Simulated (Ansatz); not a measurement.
# K on Al(100): change of the work function, part 4 of 4

How does K on the hollow site change the work function of Al(100) as the layer fills?

Ansatz 0.2.0; plane-wave DFT, PBE, Ansatz PAW.

So far, work function, upper face (eV): step 2 (the clean slab) 4.29; step 3 (37 atoms, coverage 0.111 ML, cell 3x3) 1.88; step 4 (17 atoms, coverage 0.25 ML, cell 2x2) 1.92.

## Step 5: The covered slab, k-mesh 6×6×1, coverage 0.5 ML

System of this step: KAl8 (K/Al(100)). The cell holds 18 atoms: 16 Al and 2 K. Cell: a = 5.728 Å, b = 5.728 Å, c = 26.738 Å, α = 90.0°, β = 90.0°, γ = 90.0°. Vacuum lies along c.

Another coverage, to see how the dipoles act on each other as their distance changes.

The input, input.yaml:

```yaml
crystal:
  lattice:
    - [5.7275649276, 0.0, 0.0]
    - [0.0, 5.7275649276, 0.0]
    - [0.0, 0.0, 26.7384886602]
  atoms:
    - { symbol: Al, position: [0.25, 0.25, 0.3365934445] }
    - { symbol: Al, position: [0.0, 0.0, 0.4123269695] }
    - { symbol: Al, position: [0.25, 0.25, 0.4874745338] }
    - { symbol: Al, position: [0.0, 0.0, 0.5642013034] }
    - { symbol: Al, position: [0.25, 0.75, 0.3365934445] }
    - { symbol: Al, position: [0.0, 0.5, 0.4123269695] }
    - { symbol: Al, position: [0.25, 0.75, 0.4874745338] }
    - { symbol: Al, position: [0.0, 0.5, 0.5642013034] }
    - { symbol: Al, position: [0.75, 0.25, 0.3365934445] }
    - { symbol: Al, position: [0.5, 0.0, 0.4123269695] }
    - { symbol: Al, position: [0.75, 0.25, 0.4874745338] }
    - { symbol: Al, position: [0.5, 0.0, 0.5642013034] }
    - { symbol: Al, position: [0.75, 0.75, 0.3365934445] }
    - { symbol: Al, position: [0.5, 0.5, 0.4123269695] }
    - { symbol: Al, position: [0.75, 0.75, 0.4874745338] }
    - { symbol: Al, position: [0.5, 0.5, 0.5642013034] }
    - { symbol: K, position: [0.25, 0.25, 0.6634065555] }
    - { symbol: K, position: [0.75, 0.75, 0.6634065555] }
kpoints:
  mp_grid: { grid: [6, 6, 1] }
hamiltonian:
  xc: pbe
scf:
  occupations: { method: fermi_dirac, width: 0.1 }
  convergence: { dr2_threshold: 1.0e-08 }
efield:
  axis: 3
  dipole_correction: true
  ramp_position: 0.97
  ramp_width: 0.06
relax:
  f_tol: 0.02
  max_steps: 60
  constraints: [{ sites: [0, 1, 4, 5, 8, 9, 12, 13] }]
output:
  dos: { projected: true, e_range: [-8, 4] }
  write_potential: true
  write_density: true
  volumetric_format: npy
  elf: true
```

Launch:

```sh
ansatz run input.yaml --threads 2 --pin off --max-ram 4096MiB --backend cpu --events-out ev --progress --plain --runs-dir out
```

What it wrote:

```text
[...]
Crystal: 18 atoms, lattice volume = 877.156 Å³
Basis set: ecut = 420 eV, 17261 PW (Γ), exchange–correlation on 80×80×360 points (8 copies of the dense FFT grid, shifted against one another)
Bands: 51, of which v1, the nominal top of the filled ones, is band 33 counted from 1 (32 counted from 0)
Symmetry: 16 space group operations
[...]
- { symbol: Al, position: [0.25, 0.75, 0.487856] }
    - { symbol: Al, position: [0, 0.5, 0.563749] }
[...]
- { symbol: Al, position: [0.75, 0.75, 0.3365934445] }
    - { symbol: Al, position: [0.5, 0.5, 0.4123269695] }
    - { symbol: Al, position: [0.75, 0.75, 0.487836] }
    - { symbol: Al, position: [0.5, 0.5, 0.563749] }
    - { symbol: K, position: [0.25, 0.25, 0.677031] }
    - { symbol: K, position: [0.75, 0.75, 0.677031] }
[key lines of the parts left out:]
SCF converged after 9 iterations
Free energy (F): -11672.676246 eV
Fermi energy:    0.761580 eV
Dipole field:    D = 0.061181 V/Å  (p = 0.296575 e·Å, saw-weighted, corrected)
Work function:   Φ+ = 2.6951 eV   Φ− = 4.3311 eV
```

Elapsed: 92 s, on 2 threads of Arm Neoverse V1, shared host; peak memory 1.1 GiB.

Step by step:

| step | energy less that of the first step (eV) | largest force component (eV/Å) |
| --- | --- | --- |
| 1 | 0.0000 | 0.6537 |
| 2 | -0.1556 | 0.2905 |
| 3 | -0.2038 | 0.0736 |
| 4 | -0.2078 | 0.0172 |

Forces are held to the 16 operations that the program found; a distortion that breaks them can't arise in this run.

The atoms that moved most (Å):

| atom | dx | dy | dz | length |
| --- | --- | --- | --- | --- |
| K18 | 0.000 | 0.000 | 0.364 | 0.364 |
| K17 | 0.000 | 0.000 | 0.364 | 0.364 |
| Al4 | 0.000 | 0.000 | -0.012 | 0.012 |
| Al8 | 0.000 | 0.000 | -0.012 | 0.012 |
| Al16 | 0.000 | 0.000 | -0.012 | 0.012 |
| Al12 | 0.000 | 0.000 | -0.012 | 0.012 |
| Al7 | 0.000 | 0.000 | 0.010 | 0.010 |
| Al11 | 0.000 | 0.000 | 0.010 | 0.010 |

The relaxed structure:

```cif
data_structure
_symmetry_space_group_name_H-M 'P 1'
_symmetry_Int_Tables_number 1
_cell_length_a 5.7276
_cell_length_b 5.7276
_cell_length_c 26.7385
_cell_angle_alpha 90.000
_cell_angle_beta 90.000
_cell_angle_gamma 90.000
_cell_volume 877.16
loop_
_atom_site_label
_atom_site_type_symbol
_atom_site_fract_x
_atom_site_fract_y
_atom_site_fract_z
_atom_site_occupancy
Al1 Al 0.25000 0.25000 0.33659 1
Al2 Al 0.00000 0.00000 0.41233 1
Al3 Al 0.25000 0.25000 0.48784 1
Al4 Al 0.00000 0.00000 0.56375 1
Al5 Al 0.25000 0.75000 0.33659 1
Al6 Al 0.00000 0.50000 0.41233 1
Al7 Al 0.25000 0.75000 0.48786 1
Al8 Al 0.00000 0.50000 0.56375 1
Al9 Al 0.75000 0.25000 0.33659 1
Al10 Al 0.50000 0.00000 0.41233 1
Al11 Al 0.75000 0.25000 0.48786 1
Al12 Al 0.50000 0.00000 0.56375 1
Al13 Al 0.75000 0.75000 0.33659 1
Al14 Al 0.50000 0.50000 0.41233 1
Al15 Al 0.75000 0.75000 0.48784 1
Al16 Al 0.50000 0.50000 0.56375 1
K17 K 0.25000 0.25000 0.67703 1
K18 K 0.75000 0.75000 0.67703 1
```

Running mean over 2.025 Å of the planar mean; the ramp of the sawtooth is left out. Table of electron's electrostatic potential energy less the Fermi level by z:

z (Å), electron's electrostatic potential energy less the Fermi level (eV) and a bar from the least value:
```
      3.5       4.33 ##############################
      4.0       4.33 ##############################
      4.5       4.33 ##############################
      5.0       4.33 ##############################
      5.5       4.31 ##############################
      6.0       4.26 ##############################
      6.5       4.10 #############################
      7.0       3.53 ###########################
      7.5       1.90 ######################
      8.0      -0.49 ##############
      8.5      -2.80 ######
      9.0      -4.16 #
      9.5      -4.49 
     10.0      -4.54 
     10.5      -4.56 
     11.0      -4.56 
     11.5      -4.56 
     12.0      -4.56 
     12.5      -4.56 
     13.0      -4.55 
     13.5      -4.55 
     14.0      -4.54 
     14.5      -4.49 
     15.0      -4.26 #
     15.5      -3.20 #####
     16.0      -1.36 ###########
     16.5       0.01 ###############
     17.0      -0.36 ##############
     17.5      -2.06 ########
     18.0      -3.15 #####
     18.5      -3.05 #####
     19.0      -1.64 ##########
     19.5       0.28 ################
     20.0       1.53 #####################
     20.5       2.10 ######################
     21.0       2.40 #######################
     21.5       2.55 ########################
     22.0       2.63 ########################
     22.5       2.67 ########################
     23.0       2.68 ########################
     23.5       2.69 ########################
```

The relaxation took 4 steps and lowered the energy by 0.21 eV; the largest force on the free atoms ends at 0.017 eV/Å.

The covered face has 2.70 eV, -1.60 eV against the clean one; the bare back face has moved by +0.03 eV, a measure of how thin the slab is.

## Step 6: Work function against coverage

This step: plane-wave DFT, PBE, Ansatz PAW; work function against coverage (Ansatz 0.2.0).

The runs are now put side by side.

Numbers from this step:

* work function of the clean face: 4.293 eV
* largest change of the work function: -2.409 eV

Work function of the covered face against coverage:

| coverage (adsorbates/nm²) | work function of the covered face (eV) |
| --- | --- |
| 0.00 | 4.29 |
| 1.35 | 1.88 |
| 3.05 | 1.92 |
| 6.10 | 2.70 |

The dipole per adsorbate comes from the change of the cell's dipole. Coverage, by row:

| coverage (1/nm²) | coverage (ML) | work function (eV) | change (eV) | dipole per adsorbate, positive end outwards (debye) | mean height of the added atoms over the highest substrate atom (Å) |
| --- | --- | --- | --- | --- | --- |
| 1.355 | 0.1111 | 1.884 | -2.409 | 4.727 | 2.784 |
| 3.048 | 0.25 | 1.919 | -2.374 | 2.073 | 2.887 |
| 6.097 | 0.5 | 2.695 | -1.598 | 0.708 | 3.029 |

## Step 7: Results

```
work function of the clean face                        : 4.29 eV
work function at 0.11 ML                               : 1.88 eV
work function at 0.25 ML                               : 1.92 eV
work function at 0.5 ML                                : 2.70 eV
dipole per adsorbate at 0.11 ML, positive end outwards : 4.73 D
```

In words: K lowers the work function of Al(100) at the lowest coverage, by 2.41 eV: the adsorbate layer has its positive end outwards. The dipole per adsorbate falls from 4.73 to 0.71 D as the layer fills. Neighbouring dipoles depolarise each other, and heights and bonding change with coverage too. The slab has 4 layers, at the tabulated experimental lattice constant, one starting site was run, and quantum-size effects of a slab this thin can reach one or two tenths of an eV.

[Long decimals in the printed logs are rounded to 6 places.]

[Logs are printed without paths, hosts, clocks, repeated set-up lines and the standing remarks that a program may print on its own settings, such as how far it seeks lower states.]

[Hosts, paths, dates, database ids (printed as entryN), source tags and the programs' standing remarks are cut or masked in the printed files.]

[Maps of the electrostatic potential energy from Ansatz leave out the sawtooth potential of an applied field or a dipole correction, so their vacuum need not be flat; planar profiles and work functions include it.]
